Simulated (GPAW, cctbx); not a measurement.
## (CaO)3(YN)3: what bonding does to one electron reflection, worked out

(CaO)3(YN)3, P4/mmm (no. 123), a = 3.4451 Å, b = 3.4451 Å, c = 14.6174 Å, α = 90.00°, β = 90.00°, γ = 90.00°.

```
atom  mult.    x    y       z
  Y1      2  1/2  1/2  0.3330
  Y2      1    0    0     1/2
 Ca1      2    0    0  0.8350
 Ca2      1  1/2  1/2       0
  O1      2  1/2  1/2  0.8337
  O2      1    0    0       0
  N1      2    0    0  0.3342
  N2      1  1/2  1/2     1/2
```

The cell is a (CaO)3(YN)3 superlattice along [001] of the rock-salt type, started at the mean lattice constant and relaxed freely, with no substrate.

A DFT run (GPAW, PBE, 550 eV, 7×7×2 k-points (along the axes of the calculation cell), Fermi–Dirac width 0.05 eV) gives the static X-ray structure factor of 001 as 35.294 e for the conventional cell; superposed free atoms give 35.250 e. **Problem.** Find the Fourier component V of the crystal potential and the two-beam extinction distance at 80 kV in both cases.

## Step 1: Geometry

The cell volume is Ω = 173.49 Å³ and d(001) = 14.6174 Å, so g = 1/d = 0.0684 Å⁻¹.

## Step 2: The nuclei

Electrons feel nuclei as well as electrons, so the nuclear charges are summed with the same phases.

Phase sums Σ exp(2πi h·x), turned so that the total is real and positive: Y +1.996, Ca -2.018, O -2.004, N +2.009. Then F_Z = 39 × (+1.996) + 20 × (-2.018) + 8 × (-2.004) + 7 × (+2.009) = 35.53 e. The electron term has the same sign for this reflection.

## Step 3: Mott–Bethe

Poisson's equation, term by term, gives V = (e/4πε₀)(F_Z − F)/(πΩg²), with e/4πε₀ = 14.3996 V Å.

The prefactor is 14.3996 × 14.6174²/(π × 173.49) = 5.64517 V per electron. Free atoms: (35.53 − 35.250) × 5.64517 = 1.569 V. Crystal: (35.53 − 35.294) × 5.64517 = 1.320 V. F changes by +0.12 % and V by -15.8 %: the same 0.04 e is measured against F_Z − F = 0.3 e in place of F = 35.2 e.

## Step 4: Extinction distance

In the two-beam case ξ = 1/(λU) with U = 2γm₀eV/h², that is ξ = 150.41 V Å²/(γλV).

At 80 kV, λ = 0.04176 Å and γ = 1.1566. Free atoms: ξ = 1986 Å. Crystal: ξ = 2359 Å. The thickness fringes go as sin²(πt/ξ), so the two patterns slip by a quarter of a period when t|1/ξ₁ − 1/ξ₀| = 1/4, at t ≈ 313 nm. Thermal motion, absorption and many-beam coupling, left out here, change a real pattern.

## Step 5: Answer

V(001) is 1.32 V against 1.57 V, and ξ is 2359 against 1986 Å. Limits: static atoms, two beams.

[Outputs are excerpts: Python notices, other lines and further rows are left out; steps that failed or that the build refused (PBEsol, TPSS) are not shown.]

[Logs are printed without paths, hosts, clocks, repeated set-up lines and the standing remarks that a program may print on its own settings, such as how far it seeks lower states.]
